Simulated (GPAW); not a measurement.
# A Na chain with one Se atom in line: relaxation, then transmission at several levels

How well does a Na chain with one Se atom in line conduct once its atoms have relaxed, and how much do cheaper levels lose?

Program: GPAW 26.7.0. Level of theory: GPAW LCAO, PAW setups; relaxation of the junction within the symmetry of its start, lead ends held, in the first sound run; inputs show where later runs differ. Results are calculated unless marked as measured.

**1. Starting point**

The cell holds 15 atoms: 14 Na and 1 Se. Its edges and angles: a = 9.000 Å, b = 9.000 Å, c = 48.208 Å, α = 90.0°, β = 90.0°, γ = 90.0°. Regions: left lead, 7 atoms (7 Na); channel, 1 atom (1 Se); right lead, 7 atoms (7 Na). Vacuum lies along a and b. The structure is stacked along c, and the current runs across the ab planes.

**2. Relaxing the atoms**

Transmission follows bond lengths closely, so the atoms between the held lead ends are relaxed first, within whatever symmetry the start has.

The input, run.py:

```python
import json
from ase import Atoms
from ase.constraints import FixAtoms
from ase.optimize import BFGS
from gpaw import GPAW, FermiDirac

device = Atoms(
    ['Na', 'Na', 'Na', 'Na', 'Na', 'Na', 'Na', 'Se', 'Na', 'Na', 'Na', 'Na', 'Na', 'Na', 'Na'],
    positions=[
        [4.50000, 4.50000, 1.65000],
        [4.50000, 4.50000, 4.95000],
        [4.50000, 4.50000, 8.25000],
        [4.50000, 4.50000, 11.55000],
        [4.50000, 4.50000, 14.85000],
        [4.50000, 4.50000, 18.15000],
        [4.50000, 4.50000, 21.45000],
        [4.50000, 4.50000, 24.10420],
        [4.50000, 4.50000, 26.75840],
        [4.50000, 4.50000, 30.05840],
        [4.50000, 4.50000, 33.35840],
        [4.50000, 4.50000, 36.65840],
        [4.50000, 4.50000, 39.95840],
        [4.50000, 4.50000, 43.25840],
        [4.50000, 4.50000, 46.55840]],
    cell=[[9.0, 0.0, 0.0], [0.0, 9.0, 0.0], [0.0, 0.0, 48.2084]],
    pbc=True)

device.set_constraint(FixAtoms([0, 1, 2, 3, 4, 5, 9, 10, 11, 12, 13, 14]))
device.calc = GPAW(mode='lcao', basis='dzp', xc='PBE', h=0.18,
                   kpts={'size': (1, 1, 2), 'gamma': True},
                   symmetry={'tolerance': 1e-3, 'extra_ids': [1, 1, 1, 1, 1, 1, 0, 0, 0, 1, 1, 1, 1, 1, 1]},
                   occupations=FermiDirac(0.1), maxiter=250,
                   mixer=dict(beta=0.1, nmaxold=8, weight=100.0),
                   convergence=dict(density=0.0001), txt='relax.txt')
path = []
opt = BFGS(device, maxstep=0.15)
opt.attach(lambda: path.append((device.get_potential_energy(), device.positions.tolist(), device.get_forces().tolist())))
relaxed = bool(opt.run(fmax=0.05, steps=50))
json.dump(dict(relaxed=relaxed, path=path, positions=device.positions.tolist(), moments=device.get_magnetic_moments().tolist(),
               forces=device.get_forces(apply_constraint=False).tolist()), open('result.json', 'w'))
```

The run is started by

```bash
$ OMP_NUM_THREADS=1 OPENBLAS_NUM_THREADS=1 python run.py
```

Output:

```text
Step          Energy          fmax
BFGS:    0      -13.733842        0.291299
BFGS:    1      -13.736200        0.275581
BFGS:    2      -13.754658        0.033775
```

It took 5.6 min on 1 thread of Arm Neoverse V1, shared host; peak memory 2.3 GiB.

The steps of the relaxation:

```
step  energy less that of the first step (eV)  largest force (eV/Å)
   1                                   0.0000                0.2913
   2                                  -0.0022                0.2756
   3                                  -0.0253                0.0338
```

The atoms that moved most (Å):

```
atom     dx     dy      dz  length
 Na7  0.000  0.000   0.077   0.077
 Na9  0.000  0.000  -0.077   0.077
```

The relaxation lowered the energy of the cell by 0.0253 eV (energies extrapolated to zero smearing; the optimiser's log prints free energies). The largest force left on a free atom is 0.034 eV/Å.

**3. GPAW, dzp**

Localised orbitals split the wire into layers that couple to their neighbours alone, which is what the Green's function method needs; double zeta with polarisation is the usual level for numbers.

This step: GPAW LCAO, PAW setups; Landauer transmission from Green's functions with principal layers (ASE), zero bias (GPAW 26.7.0).

The input, run.py:

```python
import json
import numpy as np
from ase import Atoms
from ase.transport.calculators import TransportCalculator
from gpaw import GPAW, FermiDirac
from gpaw.lcao.tools import get_lcao_hamiltonian
from scipy.linalg import eigh

# The junction with lead layers at both ends, along the third cell vector
device = Atoms(
    ['Na', 'Na', 'Na', 'Na', 'Na', 'Na', 'Na', 'Se', 'Na', 'Na', 'Na', 'Na', 'Na', 'Na', 'Na'],
    positions=[
        [4.50000, 4.50000, 1.65000],
        [4.50000, 4.50000, 4.95000],
        [4.50000, 4.50000, 8.25000],
        [4.50000, 4.50000, 11.55000],
        [4.50000, 4.50000, 14.85000],
        [4.50000, 4.50000, 18.15000],
        [4.50000, 4.50000, 21.52712],
        [4.50000, 4.50000, 24.10420],
        [4.50000, 4.50000, 26.68128],
        [4.50000, 4.50000, 30.05840],
        [4.50000, 4.50000, 33.35840],
        [4.50000, 4.50000, 36.65840],
        [4.50000, 4.50000, 39.95840],
        [4.50000, 4.50000, 43.25840],
        [4.50000, 4.50000, 46.55840]],
    cell=[[9.0, 0.0, 0.0], [0.0, 9.0, 0.0], [0.0, 0.0, 48.2084]],
    pbc=True)

# One principal layer of the lead: the first 4 atoms of the device
lead = Atoms(
    ['Na', 'Na', 'Na', 'Na'],
    positions=[
        [4.50000, 4.50000, 1.65000],
        [4.50000, 4.50000, 4.95000],
        [4.50000, 4.50000, 8.25000],
        [4.50000, 4.50000, 11.55000]],
    cell=[[9.0, 0.0, 0.0], [0.0, 9.0, 0.0], [0.0, 0.0, 13.2]],
    pbc=True)

settings = dict(mode='lcao', basis='dzp', xc='PBE', h=0.2,
                occupations=FermiDirac(0.1), maxiter=250,
                mixer=dict(beta=0.1, nmaxold=8, weight=100.0),
                convergence=dict(density=0.0001))
energies = np.arange(-2, 2 + 1e-9, 0.025)
eta = 0.0001
n1, n2 = 1, 1
# k and -k transmit alike, so half of the mesh across the current serves
mesh = [(i, j) for i in range(n1) for j in range(n2) if (i, j) <= (-i % n1, -j % n2)]
weights = np.array([1 if (i, j) == (-i % n1, -j % n2) else 2 for i, j in mesh]) / (n1 * n2)


def ground_state(atoms, size, txt):
    atoms.calc = GPAW(kpts={'size': size, 'gamma': True}, symmetry={'tolerance': 1e-3}, txt=txt, **settings)
    atoms.get_potential_energy()
    return atoms.calc.get_fermi_level()


def blocks(atoms, fermi, points, nz, cells):
    """H - E_F S and S between cell 0 and the cells above it, at each point across the current."""
    kz = np.arange(nz) / nz
    calc = atoms.calc.fixed_density(kpts=[(*k, z) for k in points for z in kz], symmetry='off', txt=None)
    H, S = get_lcao_hamiltonian(calc)
    H = (H - fermi * S).reshape(len(H), len(points), nz, *S.shape[1:])
    S = S.reshape(H.shape[1:])
    phases = [np.exp(-2j * np.pi * kz * R) / nz for R in cells]
    return [(np.einsum('skzij,z->ksij', H, p), np.einsum('kzij,z->kij', S, p)) for p in phases]


def pair(a, b):
    return np.block([[a, b], [b.T.conj(), a]])


def count_channels(h, s, cells, nk=240):
    """Half the number of times that the lead's bands cross each energy, unfolded to its shortest repeat."""
    b = len(h) // cells
    bands = []
    for k in (np.arange(nk + 1) + 0.5) / nk:
        hk, sk = h[:b, :b].copy(), s[:b, :b].copy()
        for R in range(1, cells):
            phase, block = np.exp(2j * np.pi * k * R), slice(R * b, (R + 1) * b)
            hk += h[:b, block] * phase + (h[:b, block] * phase).T.conj()
            sk += s[:b, block] * phase + (s[:b, block] * phase).T.conj()
        w, u = eigh(sk)
        x = u[:, w > 1e-5] / w[w > 1e-5]**0.5  # drop near-dependent combinations
        bands.append(np.r_[eigh(x.T.conj() @ hk @ x, eigvals_only=True), [1e9] * (w <= 1e-5).sum()])
    below = np.array(bands)[:, :, None] < energies
    return (below[1:] != below[:-1]).sum((0, 1)) / 2


fermi_lead = ground_state(lead, (1, 1, 9), 'lead.txt')
fermi_device = ground_state(device, (1, 1, 2), 'device.txt')
T, channels, eigen, tail, misfit, shifts = [], [], [], 0.0, 0.0, []
for first in range(0, len(mesh), 493):
    points = [(i / n1, j / n2) for i, j in mesh[first:first + 493]]
    (H0k, S0k), (H1k, S1k), (H2k, _) = blocks(lead, fermi_lead, points, 5, range(3))
    [(Hk, Sk)] = blocks(device, fermi_device, points, 2, [0])
    tail = max(tail, abs(H2k).max())
    for H0, S0, H1, S1, H, S in zip(H0k, S0k, H1k, S1k, Hk, Sk):
        n = len(S0)
        # Shift the lead onto the potential of the device's first layer
        shift = ((H[:, 0, 0] - H0[:, 0, 0]) / S0[0, 0]).real.mean()
        shifts.append(shift)
        misfit = max(misfit, abs(H[:, :n, :n] - H0 - shift * S0).max())
        Tk, Ck, Ek = [], [], []
        for s in range(len(H)):
            t = s % len(H0)  # a lead without moments serves both spins
            h1, s1 = pair(H0[t] + shift * S0, H1[t] + shift * S1), pair(S0, S1)
            leads = dict(h1=h1, s1=s1, energies=energies, eta=eta, eta1=eta, eta2=eta)
            calc = TransportCalculator(h=H[s], s=S, eigenchannels=3, **leads)
            Tk.append(calc.get_transmission())
            Ek.append(np.sort(calc.eigenchannels_ne, axis=0)[::-1])
            Ck.append(count_channels(h1, s1, 8))
        T.append(Tk)
        channels.append(Ck)
        eigen.append(Ek)
T, channels = np.array(T), np.array(channels)
mean, open_channels = np.einsum('kse,k->se', T, weights), np.einsum('kse,k->se', channels, weights)

print(f'basis functions: device {len(S)}, principal layer {n}')
print(f'Fermi level: lead {fermi_lead:.4f} eV, device {fermi_device:.4f} eV; lead shifted by {np.mean(shifts):.4f} eV')
print(f'largest coupling past the next layer {tail:.2e} eV, largest misfit of the first layer {misfit:.3f} eV')
print('  E-E_F (eV)   ' + 'T (one spin)  channels')
for e, t, c in zip(energies, mean.T, open_channels.T):
    print(f'{e:10.3f}  ', *[f'{x:11.4e}' for x in t], *[f'{x:9.4f}' for x in c])

kT = 8.617333e-5 * 300
fine = np.linspace(energies[0], energies[-1], 4001)
both = np.exp(np.interp(fine, energies, np.log(np.maximum(mean.sum(0) * 2 / len(mean), 1e-30))))
fermi = lambda mu: 1 / (1 + np.exp(np.clip((fine - mu) / kT, -200, 200)))
slope = fermi(0) * (1 - fermi(0)) / kT
G = np.trapezoid(both * slope, fine) / 2
seebeck = -np.trapezoid(both * slope * fine, fine) / (2 * G * 300) * 1e6
print(f'conductance at 300 K: {G:.5g} G0 a cell; thermopower {seebeck:.4g} uV/K')
bias = [0.1, 0.2, 0.5, 1.0, 1.5, 2.0]
current = [38.74 * np.trapezoid(both * (fermi(V / 2) - fermi(-V / 2)), fine) for V in bias]
for V, I in zip(bias, current):
    print(f'current from the zero-bias T(E) at {V} V: {I:.5g} uA')
zero = abs(energies).argmin()
json.dump(dict(energies=energies.tolist(), T=mean.tolist(), channels=open_channels.tolist(), G=G, seebeck=seebeck,
               bias=bias, current=current, tail=tail, misfit=misfit, shift=np.mean(shifts), n_device=len(S), n_lead=n,
               fermi=[fermi_lead, fermi_device], energy=device.get_potential_energy(),
               moments=device.get_magnetic_moments().tolist(), mesh=mesh, weights=weights.tolist(),
               T_k=T[:, :, zero].tolist(), eigen=np.array(eigen[0]).tolist()), open('result.json', 'w'))
```

Output:

```text
basis functions: device 251, principal layer 68
Fermi level: lead -2.4844 eV, device -2.6140 eV; lead shifted by 0.0003 eV
largest coupling past the next layer 4.16e-12 eV, largest misfit of the first layer 0.049 eV
  E-E_F (eV)   T (one spin)  channels
    -2.000    9.7287e-11    0.0000
    -1.975    9.7066e-11    0.0000
    -1.950    9.6843e-11    0.0000
    -1.925    9.6618e-11    0.0000
    -1.900    9.6390e-11    0.0000
    -1.875    9.6161e-11    0.0000
    -1.850    9.5929e-11    0.0000
    -1.825    9.5696e-11    0.0000
    -1.800    9.5461e-11    0.0000
    -1.775    9.5225e-11    0.0000
    -1.750    9.4989e-11    0.0000
    -1.725    9.4752e-11    0.0000
    -1.700    9.4515e-11    0.0000
    -1.675    9.4280e-11    0.0000
    -1.650    9.4048e-11    0.0000
    -1.625    9.3820e-11    0.0000
[...]
1.825    1.1832e-01    3.0000
     1.850    1.1494e-01    3.0000
     1.875    1.1110e-01    3.0000
     1.900    1.0677e-01    3.0000
     1.925    1.0187e-01    3.0000
     1.950    9.6342e-02    3.0000
     1.975    9.0106e-02    3.0000
     2.000    8.3070e-02    3.0000
conductance at 300 K: 0.10819 G0 a cell; thermopower 1.76 uV/K
current from the zero-bias T(E) at 0.1 V: 0.83613 uA
current from the zero-bias T(E) at 0.2 V: 1.6597 uA
current from the zero-bias T(E) at 0.5 V: 3.955 uA
current from the zero-bias T(E) at 1.0 V: 7.0523 uA
current from the zero-bias T(E) at 1.5 V: 9.4221 uA
current from the zero-bias T(E) at 2.0 V: 11.647 uA
```

The job ended after 1.9 min (1 thread; peak memory 1.6 GiB).

This step gave:

| Property | Result |
| --- | --- |
| conductance | 0.1082 G₀ |
| thermopower | 1.760 μV/K |
| largest coupling past the next principal layer | 4.16e-12 eV |
| largest misfit of the first principal layer | 0.04871 eV |
| shift that aligns the lead | 2.67e-4 eV |
| basis functions of the junction | 251 |
| basis functions of a principal layer | 68 |
| transmission at the Fermi level (one spin) | 0.1090 |
| open channels of the lead at the Fermi level (one spin) | 1 |

One spin. The transmission, zone mean by energy, zero at the Fermi level:

```
energy (eV)  transmission, zone mean
     -2.000                  9.7e-11
     -1.900                  9.6e-11
     -1.800                  9.5e-11
     -1.700                  9.5e-11
     -1.600                  9.4e-11
     -1.500                  9.3e-11
     -1.400                  9.3e-11
     -1.300                  1.6e-10
     -1.200                  7.7e-11
     -1.100                  7.3e-11
     -1.000                  5.4e-11
     -0.900                  2.9e-10
     -0.825                    0.116
     -0.800                  0.00874
     -0.700                  0.00901
     -0.600                   0.0288
     -0.500                   0.0471
     -0.400                   0.0634
     -0.300                   0.0805
     -0.200                   0.0973
     -0.100                    0.108
     -0.050                    0.110
      0.000                    0.109
      0.100                    0.103
      0.200                   0.0963
      0.300                   0.0920
      0.400                   0.0911
      0.500                   0.0929
      0.600                   0.0966
      0.700                    0.101
      0.800                    0.106
      0.900                    0.111
      1.000                    0.115
      1.100                    0.120
      1.200                    0.125
      1.300                    0.130
      1.400                    0.133
      1.500                    0.135
      1.525                    0.135
      1.600                    0.134
      1.700                    0.130
      1.800                    0.121
      1.900                    0.107
      2.000                   0.0831
```

Crossings of the lead's bands, unfolded to its shortest repeat. Open channels, zone mean against energy, zero at the Fermi level:

```
energy (eV)  open channels, zone mean
     -1.000                         0
     -0.800                         1
     -0.600                         1
     -0.400                         1
     -0.200                         1
      0.000                         1
      0.200                         1
      0.400                         1
      0.600                         1
      0.800                         1
      1.000                         1
      1.200                         1
      1.400                         1
      1.600                         1
      1.800                         3
      2.000                         3
```

Not self-consistent under bias; the bias window is split evenly. Current through one cell, from the zero-bias transmission against bias:

```
bias (V)  current through one cell, from the zero-bias transmission (μA)
   0.100                                                           0.836
   0.200                                                            1.66
   0.500                                                            3.96
   1.000                                                            7.05
   1.500                                                            9.42
   2.000                                                            11.6
```

Table of transmission of the three most open eigenchannels by energy, zero at the Fermi level:

```
energy (eV)  channel 1  channel 2  channel 3
     -0.900    2.6e-10    2.1e-11          0
     -0.800    0.00874     3.7e-9    4.4e-11
     -0.700    0.00901    5.2e-11          0
     -0.600     0.0288    6.2e-11    1.3e-11
     -0.500     0.0471    6.3e-11    1.5e-11
     -0.400     0.0634    6.2e-11    1.6e-11
     -0.300     0.0805    6.1e-11    1.6e-11
     -0.200     0.0973    5.9e-11    1.6e-11
     -0.100      0.108    5.8e-11    1.5e-11
      0.000      0.109    5.6e-11    1.5e-11
      0.100      0.103    5.5e-11    1.5e-11
      0.200     0.0963    5.3e-11    1.5e-11
      0.300     0.0920    5.2e-11    1.4e-11
      0.400     0.0911    5.0e-11    1.4e-11
      0.500     0.0929    4.8e-11    1.3e-11
      0.600     0.0966    4.7e-11    1.3e-11
      0.700      0.101    4.5e-11    1.3e-11
      0.800      0.106    4.3e-11    1.2e-11
      0.900      0.111    4.2e-11    1.2e-11
      1.000      0.115    4.0e-11    1.1e-11
      1.100      0.120    3.8e-11    1.0e-11
      1.200      0.125    3.7e-11    9.7e-12
      1.300      0.130    3.5e-11    8.9e-12
      1.400      0.133    3.3e-11    8.1e-12
      1.500      0.135    3.2e-11    7.3e-12
      1.600      0.134    3.1e-11    6.4e-12
      1.700      0.130    2.9e-11    5.6e-12
      1.800      0.121     3.3e-5     3.3e-5
      1.900      0.106     3.0e-4     3.0e-4
      2.000     0.0812     9.3e-4     9.3e-4
```

Couplings past the next layer reach 4.2e-12 eV, small enough to drop; the matrix elements of the cell's first layer differ from the bulk lead's by up to 0.049 eV. That layer keeps its own values in the calculation, and only beyond it is the lead taken as perfect. The Fermi levels of lead and junction count from different zeros of potential, one for each periodic cell; with both set to zero, the small remaining shift is what aligns them. By hand: G = 0.1082 × 77.48 μS = 8.38 μS, a resistance of 119 kΩ; at 0.1 V a linear junction would pass 0.838 μA, and the integral over the bias window gives 0.836 μA. Mott's formula, S = -(π²/3)(k_B²T/e) d ln T/dE, has the prefactor 7.33 μV/K·eV at 300 K; T = 0.1096 at -0.025 eV and 0.1079 at 0.025 eV give a slope of -0.314 per eV and S = 2.30 μV/K, beside 1.76 μV/K from the thermal integral, which interpolates the same grid.

(Continued in part 2 of 3.)

[Logs are printed without paths, hosts, clocks, repeated set-up lines and the standing remarks that a program may print on its own settings, such as how far it seeks lower states.]

[Hosts, paths, dates, database ids (printed as entryN), source tags and the programs' standing remarks are cut or masked in the printed files.]
